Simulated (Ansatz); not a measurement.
## O on Ag(111): change of the work function

Aim: the work function of Ag(111) at several coverages of O (fcc site), and the dipole that each adsorbate carries.

Program: Ansatz 0.2.0. Level of theory: plane-wave DFT, PBE, Ansatz PAW. Results are calculated unless marked as measured.

Most raw output is cut from this account.

### 1. Starting point

The cell holds 4 atoms: 4 Ag. Cell: a = 2.892 Å, b = 2.892 Å, c = 25.084 Å, α = 90.0°, β = 90.0°, γ = 60.0°. Vacuum lies along c.

### 2. The clean slab

The bare slab comes first, as the zero from which every change is counted. The two lowest layers are held at bulk places and the upper ones relax. The dipole correction removes the false field that a one-sided slab makes across the periodic vacuum, so each face gets a flat vacuum level of its own.

The input, input.yaml:

```yaml
crystal:
  lattice:
    - [2.8920667351, 0.0, 0.0]
    - [1.4460333675, 2.504603262, 0.0]
    - [0.0, 0.0, 25.084087803]
  atoms:
    - { symbol: Ag, position: [0.0, 0.0, 0.3587931947] }
    - { symbol: Ag, position: [0.3333333333, 0.3333333333, 0.4529310649] }
    - { symbol: Ag, position: [0.6666666667, 0.6666666667, 0.5470689351] }
    - { symbol: Ag, position: [0.0, 0.0, 0.6412068053] }
kpoints:
  mp_grid: { grid: [12, 12, 1] }
hamiltonian:
  xc: pbe
scf:
  occupations: { method: fermi_dirac, width: 0.1 }
  convergence: { dr2_threshold: 1.0e-08 }
efield:
  axis: 3
  dipole_correction: true
  ramp_position: 0.97
  ramp_width: 0.06
relax:
  f_tol: 0.02
  max_steps: 60
  constraints: [{ sites: [0, 1] }]
output:
  write_potential: true
  write_density: true
  volumetric_format: npy
```

Command:

```sh
$ ansatz run input.yaml --threads 4 --pin off --max-ram 6144MiB --backend cpu --events-out ev --progress --plain --runs-dir out
```

Run time: 13 s. Hardware: 4 threads of Arm Neoverse V1, shared host; peak memory 0.52 GiB; 40 s of CPU time.

Relaxation path:

```tsv
step	energy less that of the first step (eV)	largest force component (eV/Å)
1	0.0000	0.1394
2	-0.0033	0.0588
3	-0.0046	0.0035
```

Forces are held to the 6 operations that the run works with; a distortion that breaks them can't arise in this run.

The atoms that moved most (Å):

```tsv
atom	dx	dy	dz	length
Ag4	0.000	0.000	0.077	0.077
Ag3	0.000	0.000	0.027	0.027
```

The relaxed structure:

```xyz
4
Lattice="2.8921 0.0000 0.0000 1.4460 2.5046 0.0000 0.0000 0.0000 25.0841" Properties=species:S:1:pos:R:3
Ag    0.0000    0.0000    9.0000
Ag    1.4460    0.8349   11.3614
Ag    2.8921    1.6697   13.7500
Ag    0.0000    0.0000   16.1612
```

This step gave:

```yaml
energy_at_zero_smearing: -30361.5275 eV
work_function_upper_face: 4.469 eV
dipole_along_the_normal: -8.00e-4 e·Å
```

Running mean over 2.361 Å of the planar mean; the ramp of the sawtooth is left out. Table of electron's electrostatic potential energy less the Fermi level by z:

```tsv
z (Å)	electron's electrostatic potential energy less the Fermi level (eV)
3.5	4.45
4.0	4.45
4.5	4.45
5.0	4.44
5.5	4.43
6.0	4.38
6.5	4.19
7.0	3.48
7.5	1.20
8.0	-2.25
8.5	-4.95
9.0	-5.85
9.5	-6.00
10.0	-6.03
10.5	-6.04
11.0	-6.05
11.5	-6.03
12.0	-5.92
12.5	-5.85
13.0	-5.89
13.5	-5.99
14.0	-5.97
14.5	-5.78
15.0	-5.68
15.5	-5.78
16.0	-5.86
16.5	-5.38
17.0	-3.28
17.5	0.148
18.0	2.97
18.5	4.08
19.0	4.36
19.5	4.44
20.0	4.46
20.5	4.47
21.0	4.47
21.5	4.47
22.0	4.47
```

The relaxation took 3 steps and lowered the energy by 0.0046 eV; the largest force on the free atoms ends at 0.0035 eV/Å.

The work function of the upper face is 4.47 eV.

### 3. The covered slab, k-mesh 6×6×1, coverage 0.25 ML

System of this step: Ag16O (O/Ag(111)). The cell holds 17 atoms: 16 Ag and 1 O. Its edges and angles: a = 5.784 Å, b = 5.784 Å, c = 26.552 Å, α = 90.0°, β = 90.0°, γ = 60.0°. Vacuum lies along c.

The clean slab as it ended is repeated in the plane and the adsorbate is set on one face; the cell's size fixes the coverage, and the k-mesh shrinks with it to keep the sampling density about even. Adsorbate and upper layers relax, since the dipole depends on the height.

The input, input.yaml:

```yaml
crystal:
  lattice:
    - [5.7841334702, 1.0e-10, 0.0]
    - [2.892066735, 5.0092065241, 0.0]
    - [0.0, 0.0, 26.5523617493]
  atoms:
    - { symbol: Ag, position: [0.0, 0.0, 0.3389528994] }
    - { symbol: Ag, position: [0.1666666667, 0.1666666667, 0.4278851994] }
    - { symbol: Ag, position: [0.3333333333, 0.3333333333, 0.5178463278] }
    - { symbol: Ag, position: [0.0, 0.0, 0.6086555091] }
    - { symbol: Ag, position: [0.0, 0.5, 0.3389528994] }
    - { symbol: Ag, position: [0.1666666667, 0.6666666667, 0.4278851994] }
    - { symbol: Ag, position: [0.3333333333, 0.8333333333, 0.5178463278] }
    - { symbol: Ag, position: [0.0, 0.5, 0.6086555091] }
    - { symbol: Ag, position: [0.5, 0.0, 0.3389528994] }
    - { symbol: Ag, position: [0.6666666667, 0.1666666667, 0.4278851994] }
    - { symbol: Ag, position: [0.8333333333, 0.3333333333, 0.5178463278] }
    - { symbol: Ag, position: [0.5, 0.0, 0.6086555091] }
    - { symbol: Ag, position: [0.5, 0.5, 0.3389528994] }
    - { symbol: Ag, position: [0.6666666667, 0.6666666667, 0.4278851994] }
    - { symbol: Ag, position: [0.8333333333, 0.8333333333, 0.5178463278] }
    - { symbol: Ag, position: [0.5, 0.5, 0.6086555091] }
    - { symbol: O, position: [0.1666666667, 0.1666666667, 0.6610471006] }
kpoints:
  mp_grid: { grid: [6, 6, 1] }
hamiltonian:
  xc: pbe
scf:
  occupations: { method: fermi_dirac, width: 0.1 }
  convergence: { dr2_threshold: 1.0e-08 }
efield:
  axis: 3
  dipole_correction: true
  ramp_position: 0.97
  ramp_width: 0.06
relax:
  f_tol: 0.02
  max_steps: 60
  constraints: [{ sites: [0, 1, 4, 5, 8, 9, 12, 13] }]
output:
  dos: { projected: true, e_range: [-8, 4] }
  write_potential: true
  write_density: true
  volumetric_format: npy
  elf: true
```

Wall time 2 min (4 threads); peak memory 3.3 GiB; 7.7 min of CPU time.

Relaxation path:

```tsv
step	energy less that of the first step (eV)	largest force component (eV/Å)
1	0.0000	0.5822
2	-0.0691	0.4823
3	-0.1032	0.0538
4	-0.1041	0.0063
```

The run keeps the 6 symmetry operations that it works with, so distortions that break them were not tested.

The atoms that moved most (Å):

```tsv
atom	dx	dy	dz	length
O17	0.000	0.000	-0.113	0.113
Ag16	0.000	0.000	-0.099	0.099
Ag15	0.000	0.000	0.081	0.081
Ag4	-0.052	-0.030	0.043	0.073
Ag8	0.000	0.060	0.043	0.073
Ag12	0.052	-0.030	0.043	0.073
Ag7	0.000	0.006	-0.010	0.012
Ag3	-0.005	-0.003	-0.010	0.012
```

Final coordinates:

```cif
data_structure
_symmetry_space_group_name_H-M 'P 1'
_symmetry_Int_Tables_number 1
_cell_length_a 5.7841
_cell_length_b 5.7841
_cell_length_c 26.5524
_cell_angle_alpha 90.000
_cell_angle_beta 90.000
_cell_angle_gamma 60.000
_cell_volume 769.33
loop_
_atom_site_label
_atom_site_type_symbol
_atom_site_fract_x
_atom_site_fract_y
_atom_site_fract_z
_atom_site_occupancy
Ag1 Ag 0.00000 0.00000 0.33895 1
Ag2 Ag 0.16667 0.16667 0.42789 1
Ag3 Ag 0.33277 0.33277 0.51746 1
Ag4 Ag 0.99406 0.99406 0.61027 1
Ag5 Ag 0.00000 0.50000 0.33895 1
Ag6 Ag 0.16667 0.66667 0.42789 1
Ag7 Ag 0.33277 0.83446 0.51746 1
Ag8 Ag 0.99406 0.51188 0.61027 1
Ag9 Ag 0.50000 0.00000 0.33895 1
Ag10 Ag 0.66667 0.16667 0.42789 1
Ag11 Ag 0.83446 0.33277 0.51746 1
Ag12 Ag 0.51188 0.99406 0.61027 1
Ag13 Ag 0.50000 0.50000 0.33895 1
Ag14 Ag 0.66667 0.66667 0.42789 1
Ag15 Ag 0.83333 0.83333 0.52088 1
Ag16 Ag 0.50000 0.50000 0.60493 1
O17 O 0.16667 0.16667 0.65678 1
```

Numbers from this step:

```
energy at zero smearing        : -122011.3367 eV
work function, upper face      : 5.713 eV
work function, lower face      : 4.492 eV
dipole along the normal        : -0.1956 e·Å
step between the vacuum levels : 1.221 eV
```

Running mean over 2.361 Å of the planar mean; the ramp of the sawtooth is left out. Table of electron's electrostatic potential energy less the Fermi level by z:

```tsv
z (Å)	electron's electrostatic potential energy less the Fermi level (eV)
3.5	4.49
4.0	4.49
4.5	4.49
5.0	4.49
5.5	4.47
6.0	4.42
6.5	4.24
7.0	3.52
7.5	1.26
8.0	-2.18
8.5	-4.85
9.0	-5.77
9.5	-5.92
10.0	-5.97
10.5	-6.00
11.0	-6.03
11.5	-6.00
12.0	-5.85
12.5	-5.73
13.0	-5.78
13.5	-5.92
14.0	-5.92
14.5	-5.74
15.0	-5.63
15.5	-5.70
16.0	-5.93
16.5	-5.80
17.0	-3.75
17.5	-0.138
18.0	2.97
18.5	4.58
19.0	5.41
19.5	5.66
20.0	5.70
20.5	5.71
21.0	5.71
21.5	5.71
22.0	5.71
22.5	5.71
23.0	5.71
```

The density of states has structure finer than the step of the table below, so its rows give means over 0.25 eV, whole bins alone (the curve runs from -8 to 1.98 eV). Peaks (eV: height): -5.230: 72.4, -5.050: 70.4, -4.570: 84.5, -4.480: 71.4, -3.520: 70.4, -3.040: 79.7, -2.980: 73.8.

Density of states against energy, zero at the Fermi level; means over each step:

```tsv
energy (eV)	density of states (states/eV a cell)
-7.50	0
-7.25	0.429
-7.00	1.16
-6.75	1.31
-6.50	1.54
-6.25	4.57
-6.00	26.5
-5.75	49.3
-5.50	41.6
-5.25	44.8
-5.00	35.5
-4.75	38.6
-4.50	61.5
-4.25	48.5
-4.00	47.9
-3.75	54.2
-3.50	55.4
-3.25	51.2
-3.00	64.4
-2.75	19.3
-2.50	5.91
-2.25	2.52
-2.00	6.49
-1.75	4.71
-1.50	9.33
-1.25	9.39
-1.00	4.46
-0.75	2.95
-0.50	4.05
-0.25	6.16
0.00	6.30
0.25	4.02
0.50	1.50
0.75	6.97
1.00	4.22
1.25	6.12
1.50	5.47
1.75	4.42
```

Projected DOS per atom over height of the atomic layer and energy from the Fermi level. Layers: Ag4 Ag4 Ag4 Ag4 O from below.

Ten even steps from '0' (0.00 states/eV) to '9' (3.91 states/eV), each cell a mean:
```
00000
00000
00000
00000
00001
00002
00002
00017
00012
00000
44540
98790
96791
96671
89971
55673
68751
27621
00000
00000
00000
00000
```
Columns: height of the atomic layer (Å) from 9 to 17.4 (not evenly spaced); rows upwards: energy from the Fermi level (eV) from -7.96 to 1.95.

Valence density in the ca plane at fractional y = 0.167, with atoms of Ag and O within 0.2 Å of it. It is the smooth field of the valence electrons, not physical close to the nuclei.

Ten steps, logarithmic in the rise over the least value, from '0' (0 e/Å³) to '9' (18 e/Å³), each cell a mean:
```
44311112111134431123432110000000000000000000
44211112111134431123432100000000000000000000
32211244421123321112321000000000000000000000
11112578742111111111111000000000000000000000
11113699852111110011110000000000000000000000
11112689852111111011111000000000000000000000
22112366531112211112221000000000000000000000
43211123211123321123432100000000000000000000
44311111111234431123442100000000000000000000
33211123211124321112332211000000000000000000
22112366531122211111223443100000000000000000
11112689852111110001124675200000000000000000
11113699852111110001125776200000000000000000
11112578742111111011124564200000000000000000
33211244321123321112222322000000000000000000
```
Columns run along c (16.0 Å, from fractional 0.33 to 0.93 of the cell), rows up along a (5.8 Å). Atoms in or near the plane, at fractional coordinates: Ag at (0.43, 0.17), Ag at (0.43, 0.67), O at (0.66, 0.17).

Electrostatic potential energy in the ca plane at fractional y = 0.167, with atoms of Ag and O within 0.2 Å of it. With pseudopotentials it is smooth inside the atoms' cores, unlike the true potential.

Ten even steps from '0' (-30 eV) to '9' (9 eV), each cell a mean:
```
44688888888864468886457899999999999999999999
44688888888864468876457899999999999999999999
66788744578876678887668899999999999999999999
88887300148888889988888999999999999999999999
88986100027898899998889999999999999999999999
88887200037888889998888999999999999999999999
77888521368887788988778999999999999999999999
55788876788865578886557899999999999999999999
34688888888853468875447899999999999999999999
55788876788865578887568899999999999999999999
77888521368887788988888558999999999999999999
88887200037888889999884003999999999999999999
88986100027888899999982002999999999999999999
88887300148888889998886216999999999999999999
66788744578876678887778889999999999999999999
```
Columns run along c (16.0 Å, from fractional 0.33 to 0.93 of the cell; values clipped at the 3rd and 97th percentile), rows up along a (5.8 Å). Atoms in or near the plane, at fractional coordinates: Ag at (0.43, 0.17), Ag at (0.43, 0.67), O at (0.66, 0.17).

ELF in the ca plane at fractional y = 0.167, with atoms of Ag and O within 0.2 Å of it. It is the smooth field of the valence electrons, not physical close to the nuclei.

Values, 8 rows by 16 columns, each cell a mean:
```
0.32 0.17 0.17 0.17 0.26 0.28 0.17 0.31 0.16 0.11 0.02 0.00 0.00 0.00 0.00 0.00
0.21 0.18 0.40 0.25 0.19 0.20 0.16 0.22 0.15 0.03 0.00 0.00 0.00 0.00 0.00 0.00
0.19 0.24 0.70 0.39 0.19 0.16 0.16 0.18 0.13 0.03 0.00 0.00 0.00 0.00 0.00 0.00
0.21 0.18 0.43 0.26 0.19 0.19 0.16 0.22 0.15 0.03 0.00 0.00 0.00 0.00 0.00 0.00
0.32 0.17 0.17 0.17 0.26 0.28 0.17 0.31 0.16 0.10 0.02 0.00 0.00 0.00 0.00 0.00
0.21 0.18 0.40 0.25 0.20 0.20 0.14 0.18 0.56 0.56 0.09 0.00 0.00 0.00 0.00 0.00
0.20 0.24 0.70 0.39 0.20 0.17 0.11 0.24 0.63 0.76 0.17 0.01 0.00 0.00 0.00 0.00
0.21 0.19 0.43 0.26 0.19 0.19 0.14 0.18 0.59 0.59 0.10 0.00 0.00 0.00 0.00 0.00
```
Columns run along c (16.0 Å, from fractional 0.33 to 0.93 of the cell), rows up along a (5.8 Å). Atoms in or near the plane, at fractional coordinates: Ag at (0.43, 0.17), Ag at (0.43, 0.67), O at (0.66, 0.17).

The relaxation took 4 steps and lowered the energy by 0.10 eV; the largest force on the free atoms ends at 0.0063 eV/Å.

By hand: a sheet of dipoles makes a step −p/(ε₀A) in the electron's potential. With e/ε₀ = 180.95 V·Å, p = -0.1956 e·Å and A = 28.97 Å², that is −180.95 × (-0.1956) / 28.97 = +1.221 eV, and the two vacuum levels of the run differ by +1.221 eV.

The covered face has 5.71 eV, +1.24 eV against the clean one; the bare back face has moved by +0.04 eV, a measure of how thin the slab is.

### 4. Adsorbate added, k-mesh 12×12×1, coverage 1 ML

System of this step: Ag4O (O/Ag(111)). The cell holds 5 atoms: 4 Ag and 1 O. Its edges and angles: a = 2.892 Å, b = 2.892 Å, c = 26.552 Å, α = 90.0°, β = 90.0°, γ = 60.0°. Vacuum lies along c.

Another coverage, to see how the dipoles act on each other as their distance changes.

input.yaml, the sections that differ from step 3:

```yaml
crystal:
  lattice:
    - [2.8920667351, 0.0, 0.0]
    - [1.4460333675, 2.504603262, 0.0]
    - [0.0, 0.0, 26.5523617493]
  atoms:
    - { symbol: Ag, position: [0.0, 0.0, 0.3389528994] }
    - { symbol: Ag, position: [0.3333333333, 0.3333333333, 0.4278851994] }
    - { symbol: Ag, position: [0.6666666667, 0.6666666667, 0.5178463278] }
    - { symbol: Ag, position: [0.0, 0.0, 0.6086555091] }
    - { symbol: O, position: [0.3333333333, 0.3333333333, 0.6610471006] }
kpoints:
  mp_grid: { grid: [12, 12, 1] }
relax:
  f_tol: 0.02
  max_steps: 60
  constraints: [{ sites: [0, 1] }]
output:
  write_potential: true
  write_density: true
  volumetric_format: npy
# hamiltonian, scf, efield: as in step 3
```

It took 17 s on 4 threads; peak memory 0.56 GiB; 64 s of CPU time.

Relaxation path:

```tsv
step	energy less that of the first step (eV)	largest force component (eV/Å)
1	0.0000	0.5281
2	-0.0148	0.3696
3	-0.0225	0.0407
4	-0.0226	0.0021
```

The run keeps the 6 symmetry operations that it works with, so distortions that break them were not tested.

The atoms that moved most (Å):

```tsv
atom	dx	dy	dz	length
O5	0.000	0.000	-0.085	0.085
Ag3	0.000	0.000	0.016	0.016
Ag4	0.000	0.000	-0.007	0.007
```

Final coordinates:

```xyz
5
Lattice="2.8921 0.0000 0.0000 1.4460 2.5046 0.0000 0.0000 0.0000 26.5524" Properties=species:S:1:pos:R:3
Ag    0.0000    0.0000    9.0000
Ag    1.4460    0.8349   11.3614
Ag    2.8921    1.6697   13.7661
Ag    0.0000    0.0000   16.1541
O     1.4460    0.8349   17.4675
```

This step gave:

* energy at zero smearing: -30925.2942 eV
* work function, upper face: 8.324 eV
* work function, lower face: 4.434 eV
* dipole along the normal: -0.1557 e·Å
* step between the vacuum levels: 3.890 eV

Running mean over 2.361 Å of the planar mean; the ramp of the sawtooth is left out. The electron's electrostatic potential energy less the Fermi level by z:

```tsv
z (Å)	electron's electrostatic potential energy less the Fermi level (eV)
3.5	4.43
4.0	4.43
4.5	4.43
5.0	4.43
5.5	4.41
6.0	4.36
6.5	4.19
7.0	3.48
7.5	1.23
8.0	-2.20
8.5	-4.87
9.0	-5.78
9.5	-5.94
10.0	-5.98
10.5	-6.02
11.0	-6.04
11.5	-6.00
12.0	-5.83
12.5	-5.71
13.0	-5.77
13.5	-5.92
14.0	-5.93
14.5	-5.83
15.0	-5.78
15.5	-5.83
16.0	-6.40
16.5	-7.30
17.0	-5.47
17.5	-1.37
18.0	2.26
18.5	5.03
19.0	7.40
19.5	8.20
20.0	8.30
20.5	8.32
21.0	8.32
21.5	8.32
22.0	8.32
22.5	8.32
23.0	8.32
```

The relaxation took 4 steps and lowered the energy by 0.023 eV; the largest force on the free atoms ends at 0.0021 eV/Å.

The covered face has 8.32 eV, +3.85 eV against the clean one; the bare back face has moved by -0.02 eV, a measure of how thin the slab is.

### 5. Work function against coverage

This step: plane-wave DFT, PBE, Ansatz PAW; work function against coverage (Ansatz 0.2.0).

The runs are now put side by side.

This step gave:

* work function of the clean face: 4.469 eV
* largest change of the work function: 3.854 eV

The work function of the covered face by coverage:

```tsv
coverage (adsorbates/nm²)	work function of the covered face (eV)
0.00	4.47
3.45	5.71
13.81	8.32
```

The dipole per adsorbate comes from the change of the cell's dipole. Coverage, by row:

```tsv
coverage (1/nm²)	coverage (ML)	work function (eV)	change (eV)	dipole per adsorbate, positive end outwards (debye)	mean height of the added atoms over the highest substrate atom (Å)
3.451	0.25	5.713	1.244	-0.924	1.235
13.81	1	8.324	3.854	-0.744	1.313
```

### 6. What came out

| Quantity | Value |
| --- | --- |
| work function of the clean face | 4.47 eV |
| work function at 0.25 ML | 5.71 eV |
| work function at 1 ML | 8.32 eV |
| dipole per adsorbate at 0.25 ML, positive end outwards | -0.92 D |

What this shows: O raises the work function of Ag(111) at the lowest coverage, by 1.24 eV: the adsorbate layer has its negative end outwards. The slab has 4 layers, at the tabulated experimental lattice constant, one starting site was run, and quantum-size effects of a slab this thin can reach one or two tenths of an eV.

[Logs are printed without paths, hosts, clocks, repeated set-up lines and the standing remarks that a program may print on its own settings, such as how far it seeks lower states.]

[Hosts, paths, dates, database ids (printed as entryN), source tags and the programs' standing remarks are cut or masked in the printed files.]

[Maps of the electrostatic potential energy from Ansatz leave out the sawtooth potential of an applied field or a dipole correction, so their vacuum need not be flat; planar profiles and work functions include it.]

[The density of states shown here was stored with 400 of the rows of the run's finer table, so its peaks can read low, often by over a quarter, or be missed, and its means over a window can be off by a tenth or more.]
